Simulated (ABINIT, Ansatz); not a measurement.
**A GW chain in ABINIT: CsSrF3 (Pm-3m)**

Aim: the G0W0 gap of CsSrF3 (Pm-3m) on LDA, step by step.

Method: LDA and many-body steps on it, plane waves, in ABINIT 10.8.3.

This is a report of a sequence of runs, with most program output left out.

## Step 1: Starting point

The structure is cubic, space group Pm-3m (No. 221). Conventional cell: a = 4.763 Å, b = 4.763 Å, c = 4.763 Å, α = 90.00°, β = 90.00°, γ = 90.00°. Nearest to Cs lie 12 F at 3.37 Å. Nearest to Sr lie 6 F at 2.38 Å. Nearest to F lie 2 Sr at 2.38 Å and 4 Cs at 3.37 Å. Farther neighbours and most contacts between anions are not listed.

The cell and positions are those that the Materials Project relaxed with its own functionals (PBE, PBE+U or r2SCAN), kept fixed. Spin-orbit coupling is left out unless a step names it.

## Step 2: Ground state

This step: ABINIT 10.8.3; DFT, LDA, plane waves, norm-conserving pseudopotentials.

The ground-state density comes first.

run.abi reads:

```
acell 3*1.0 Angstrom
rprim 
  4.763247010000 0.000000000000 0.000000000000
  0.000000000000 4.763247010000 0.000000000000
  0.000000000000 0.000000000000 4.763247010000
ntypat 3
znucl 55 38 9
natom 5
typat 1 2 3 3 3
xred 
  0.000000000000 0.000000000000 0.000000000000
  0.500000000000 0.500000000000 0.500000000000
  0.000000000000 0.500000000000 0.500000000000
  0.500000000000 0.000000000000 0.500000000000
  0.500000000000 0.500000000000 0.000000000000
pp_dirpath "pseudos"
pseudos "Cs.upf, Sr.upf, F.upf"
ecut 36
ngkpt 4 4 4
nshiftk 1
shiftk 0 0 0
kptopt 1
chksymbreak 0
nband 26
occopt 1
tolvrs 1e-10
nstep 60
prtwf 0
optforces 0
optstress 0
indata_prefix "in"
outdata_prefix "out"
tmpdata_prefix "tmp"
```

Started as:

```bash
> OMP_NUM_THREADS=1 mpirun -n 4 abinit run.abi > log
```

Elapsed: 58 s, on 4 MPI ranks of Intel Xeon Platinum 8259CL at 2.50GHz (Skylake/Cascade Lake), shared host; peak memory 0.41 GiB.

Numbers from this step:

```
total energy               : -3586.8337 eV
gap                        : 6.076 eV
k of the valence top       : 0, 0, 0
k of the conduction bottom : 0, 0, 0
least direct gap           : 6.076 eV
```

The gap is direct, at Γ.

## Step 3: Bands along the symmetry lines

Levels along a band path, at the cheap level, show where the edges lie and whether the meshes to come will hold them.

run.abi reads:

```
acell 3*1.0 Angstrom
rprim 
  4.763247010000 0.000000000000 0.000000000000
  0.000000000000 4.763247010000 0.000000000000
  0.000000000000 0.000000000000 4.763247010000
ntypat 3
znucl 55 38 9
natom 5
typat 1 2 3 3 3
xred 
  0.000000000000 0.000000000000 0.000000000000
  0.500000000000 0.500000000000 0.500000000000
  0.000000000000 0.500000000000 0.500000000000
  0.500000000000 0.000000000000 0.500000000000
  0.500000000000 0.500000000000 0.000000000000
pp_dirpath "pseudos"
pseudos "Cs.upf, Sr.upf, F.upf"
ecut 36
iscf -2
irdden 1
kptopt 0
nkpt 50
kpt 
  0.00000000 0.00000000 0.00000000
  0.00000000 0.06250000 0.00000000
  0.00000000 0.12500000 0.00000000
  0.00000000 0.18750000 0.00000000
  0.00000000 0.25000000 0.00000000
  0.00000000 0.31250000 0.00000000
  0.00000000 0.37500000 0.00000000
  0.00000000 0.43750000 0.00000000
  0.00000000 0.50000000 0.00000000
  0.06250000 0.50000000 0.00000000
  0.12500000 0.50000000 0.00000000
  0.18750000 0.50000000 0.00000000
  0.25000000 0.50000000 0.00000000
  0.31250000 0.50000000 0.00000000
  0.37500000 0.50000000 0.00000000
  0.43750000 0.50000000 0.00000000
  0.50000000 0.50000000 0.00000000
  0.43750000 0.43750000 0.00000000
  0.37500000 0.37500000 0.00000000
  0.31250000 0.31250000 0.00000000
  0.25000000 0.25000000 0.00000000
  0.18750000 0.18750000 0.00000000
  0.12500000 0.12500000 0.00000000
  0.06250000 0.06250000 0.00000000
  0.00000000 0.00000000 0.00000000
  0.06250000 0.06250000 0.06250000
  0.12500000 0.12500000 0.12500000
  0.18750000 0.18750000 0.18750000
  0.25000000 0.25000000 0.25000000
  0.31250000 0.31250000 0.31250000
  0.37500000 0.37500000 0.37500000
  0.43750000 0.43750000 0.43750000
  0.50000000 0.50000000 0.50000000
  0.43750000 0.50000000 0.43750000
  0.37500000 0.50000000 0.37500000
  0.31250000 0.50000000 0.31250000
  0.25000000 0.50000000 0.25000000
  0.18750000 0.50000000 0.18750000
  0.12500000 0.50000000 0.12500000
  0.06250000 0.50000000 0.06250000
  0.00000000 0.50000000 0.00000000
  0.50000000 0.50000000 0.50000000
  0.50000000 0.50000000 0.43750000
  0.50000000 0.50000000 0.37500000
  0.50000000 0.50000000 0.31250000
  0.50000000 0.50000000 0.25000000
  0.50000000 0.50000000 0.18750000
  0.50000000 0.50000000 0.12500000
  0.50000000 0.50000000 0.06250000
  0.50000000 0.50000000 0.00000000
istwfk *1
nband 27
nbdbuf 2
tolwfr 1e-08
nstep 40
prtwf 0
prtvol 0
indata_prefix "in"
outdata_prefix "out"
tmpdata_prefix "tmp"
```

The job ended after 2.3 min (4 MPI ranks; peak memory 0.48 GiB; 9 min of CPU time).

Numbers from this step:

```yaml
gap: 6.076 eV
k_of_the_valence_top: 0, 0, 0
k_of_the_conduction_bottom: 0, 0, 0
least_direct_gap: 6.076 eV
```

The gap is 6.076 eV, as in the run before at this level.

The electronic bands at the labelled points (eV, zero at the top of the highest filled band):

| point | band 17 | band 18 | band 19 | band 20 | band 21 | band 22 | band 23 | band 24 |
| --- | --- | --- | --- | --- | --- | --- | --- | --- |
| Γ | -0.26 | 0.00 | 0.00 | 0.00 | 6.08 | 7.63 | 7.63 | 8.57 |
| halfway | -0.33 | -0.33 | -0.01 | -0.01 | 6.84 | 8.00 | 8.28 | 8.87 |
| X | -0.40 | -0.40 | -0.01 | -0.01 | 7.75 | 8.45 | 9.08 | 9.40 |
| halfway | -0.35 | -0.32 | -0.11 | -0.03 | 8.22 | 8.54 | 9.08 | 9.10 |
| M | -0.23 | -0.23 | -0.03 | -0.02 | 8.09 | 8.50 | 8.95 | 8.95 |
| halfway | -0.41 | -0.28 | -0.13 | -0.02 | 7.44 | 8.37 | 8.77 | 8.81 |
| Γ | -0.26 | 0.00 | 0.00 | 0.00 | 6.08 | 7.63 | 7.63 | 8.57 |
| halfway | -0.56 | -0.18 | -0.18 | -0.17 | 7.94 | 8.83 | 8.83 | 9.14 |
| R | -0.62 | -0.01 | -0.01 | -0.01 | 8.41 | 8.41 | 8.41 | 10.33 |
| halfway | -0.53 | -0.23 | -0.13 | -0.12 | 8.43 | 8.80 | 9.01 | 9.08 |
| X | -0.40 | -0.40 | -0.01 | -0.01 | 7.75 | 8.45 | 9.08 | 9.40 |
| jump to R | -0.62 | -0.01 | -0.01 | -0.01 | 8.41 | 8.41 | 8.41 | 10.33 |
| halfway | -0.60 | -0.13 | -0.13 | -0.02 | 8.28 | 8.72 | 8.72 | 9.17 |
| M | -0.23 | -0.23 | -0.03 | -0.02 | 8.09 | 8.50 | 8.95 | 8.95 |

## Step 4: Empty states on the mesh, 2×2×2 mesh, 213 bands

The sums over transitions need many empty states on a uniform mesh; this step solves for them.

run.abi reads:

```
acell 3*1.0 Angstrom
rprim 
  4.763247010000 0.000000000000 0.000000000000
  0.000000000000 4.763247010000 0.000000000000
  0.000000000000 0.000000000000 4.763247010000
ntypat 3
znucl 55 38 9
natom 5
typat 1 2 3 3 3
xred 
  0.000000000000 0.000000000000 0.000000000000
  0.500000000000 0.500000000000 0.500000000000
  0.000000000000 0.500000000000 0.500000000000
  0.500000000000 0.000000000000 0.500000000000
  0.500000000000 0.500000000000 0.000000000000
pp_dirpath "pseudos"
pseudos "Cs.upf, Sr.upf, F.upf"
ecut 36
ngkpt 2 2 2
nshiftk 1
shiftk 0 0 0
kptopt 1
chksymbreak 0
iscf -2
irdden 1
istwfk *1
nband 213
nbdbuf 18
tolwfr 1e-09
nstep 60
prtvol 0
indata_prefix "in"
outdata_prefix "out"
tmpdata_prefix "tmp"
```

The job ended after 2.7 min (4 MPI ranks; peak memory 0.51 GiB; 11 min of CPU time).

Numbers from this step:

```yaml
gap: 6.076 eV
k_of_the_valence_top: 0, 0, 0
k_of_the_conduction_bottom: 0, 0, 0
least_direct_gap: 6.076 eV
k_points_computed: 4
lowest_point_of_the_top_converged_band_above_the_valence_top: 75.5916 eV
```

On this mesh the gap is 6.076 eV.

## Step 5: Screening, 2×2×2 mesh, 195 bands, screening to 176.9 eV

The RPA dielectric matrix is built and inverted for each q.

This step: RPA screening on LDA, plane waves, norm-conserving pseudopotentials.

run.abi: that of step 4 with these lines changed.

```diff
@@ -23,10 +23,11 @@
 chksymbreak 0
-iscf -2
-irdden 1
 istwfk *1
-nband 213
-nbdbuf 18
-tolwfr 1e-09
-nstep 60
-prtvol 0
+occopt 1
+irdwfk 1
+optdriver 3
+nband 195
+ecuteps 6.5
+inclvkb 2
+awtr 1
+symchi 1
 indata_prefix "in"
```

Run time: 88 s. Hardware: 4 MPI ranks; peak memory 1.5 GiB; 5.9 min of CPU time.

Numbers from this step:

* ε∞ with local fields, on this mesh, along the program's q direction: 2.273
* the same without local fields: 2.541
* plasma frequency: 22.59 eV
* plane waves in the screening matrix: 587

Local fields lower ε∞ by 11 %. On a Γ-centred mesh this coarse the value itself is usually too large, while a short band sum pulls it down.

## Step 6: Self-energy, 2×2×2 mesh, 195 bands, screening to 176.9 eV

The self-energy is evaluated for the states that the input lists, and the levels follow from it, in one-shot runs by the linearised quasiparticle equation.

This step: G0W0 on LDA, plane waves, norm-conserving pseudopotentials.

run.abi: that of step 5 with these lines changed.

```diff
@@ -26,8 +26,15 @@
 irdwfk 1
-optdriver 3
+optdriver 4
 nband 195
+gwcalctyp 0
+ecutsigx 36
+symsigma 1
+nkptgw 1
+kptgw 
+  0.0000000000 0.0000000000 0.0000000000
+bdgw 
+  18 23
 ecuteps 6.5
-inclvkb 2
-awtr 1
-symchi 1
+irdscr 1
+ppmodel 1
 indata_prefix "in"
```

Run time: 40 s. Hardware: 4 MPI ranks; peak memory 1.5 GiB; 2.6 min of CPU time.

Numbers from this step:

| Quantity | Value |
| --- | --- |
| G0W0 gap on the points computed | 9.449 eV |
| starting gap on the mesh | 6.076 eV |
| k of the valence top | 0, 0, 0 |
| k of the conduction bottom | 0, 0, 0 |
| Z at the valence top | 0.793 |
| Z at the conduction bottom | 0.885 |
| least direct G0W0 gap on the computed points | 9.449 eV |

The gap on the mesh goes from 6.08 eV to 9.45 eV, a correction of +3.37 eV.

Limits: finite bands, cutoff and mesh; no spin-orbit coupling; coarse k mesh. v1 is the top filled band, c1 the lowest empty one. Levels before and after the correction, in eV, zero at the valence-band top of each column:

```csv
,conduction bottom,valence top
Kohn-Sham,6.08,0.00
G0W0,9.45,0.00
```

|  | level | energy (eV) |
| --- | --- | --- |
| Kohn-Sham | Γ v3-v1 | 0.000 |
| Kohn-Sham | Γ c1 | 6.076 |
| Kohn-Sham | Γ c2-c3 | 7.631 |
| G0W0 | Γ v3-v1 | 0.000 |
| G0W0 | Γ c1 | 9.449 |
| G0W0 | Γ c2-c3 | 10.970 |

## Step 7: Where the time went

Times are wall times on 4 MPI ranks of Intel Xeon Platinum 8259CL at 2.50GHz (Skylake/Cascade Lake), shared host. The host was busy with other work, so they are no guide to cost.

| step | time | share | memory (GiB) |
| --- | --- | --- | --- |
| ground state | 58 s | 12 % | 0.41 |
| bands along the symmetry lines | 2.3 min | 28 % | 0.48 |
| empty states on the mesh | 2.7 min | 33 % | 0.51 |
| screening | 88 s | 18 % | 1.5 |
| self-energy | 40 s | 8 % | 1.5 |

## Step 8: Outcome

| Property | Result |
| --- | --- |
| LDA gap | 6.08 eV, direct |
| G0W0 gap on the mesh | 9.45 eV |
| GW settings | 2×2×2 mesh, 195 bands, screening to 176.9 eV, Godby-Needs plasmon pole |
| known limits | not at the basis limit; no spin-orbit coupling; coarse k mesh |

What this shows: G0W0 moves the gap on the mesh from 6.08 eV to 9.45 eV (+3.37 eV), with Z of 0.79 and 0.89 at the edges. Local fields lower the RPA ε∞ on this mesh from 2.54 to 2.27; a Γ-centred mesh this coarse tends to raise both, most where the direct gap is narrow, while a short band sum lowers them. Only 1 of the mesh's irreducible points was corrected, so a valley elsewhere could overtake. Bands and cutoff are finite, so the gap is not at the basis limit. The miss can reach some tenths of an eV and take either sign; the mesh is an error of its own. In the G0W0 run levels were corrected at 1 k point alone, so a gap called «on the mesh» is the least over those, and an edge elsewhere would be missed. The 2×2×2 mesh is coarse for this cell, which bears on the long-range parts of exchange and screening. This is the ideal cubic cell; many perovskites, halides above all, are cubic only on average, and local tilts or off-centring can widen the gap. The many-body steps are scalar-relativistic: spin-orbit coupling is not in them.

[Paths, hosts, dates, memory and timing lines, banners, echoed tables and standing remarks are left out of the program output.]

[Logs are printed without paths, hosts, clocks, repeated set-up lines and the standing remarks that a program may print on its own settings, such as how far it seeks lower states.]

[Runs of the session that timed out or met a known fault of the program may be left out.]

[Hosts, paths, dates, database ids (printed as entryN), source tags and the programs' standing remarks are cut or masked in the printed files.]

[G0W0 gaps are taken among the corrected bands and points alone; a level outside them can change the order at an edge.]

[Where Ansatz stands beside ABINIT at settings called matched, ABINIT's density can come from a denser mesh and the files from another edition; pairs whose starting gaps differed by over 0.03 eV were left out, so agreement reads better than it is.]
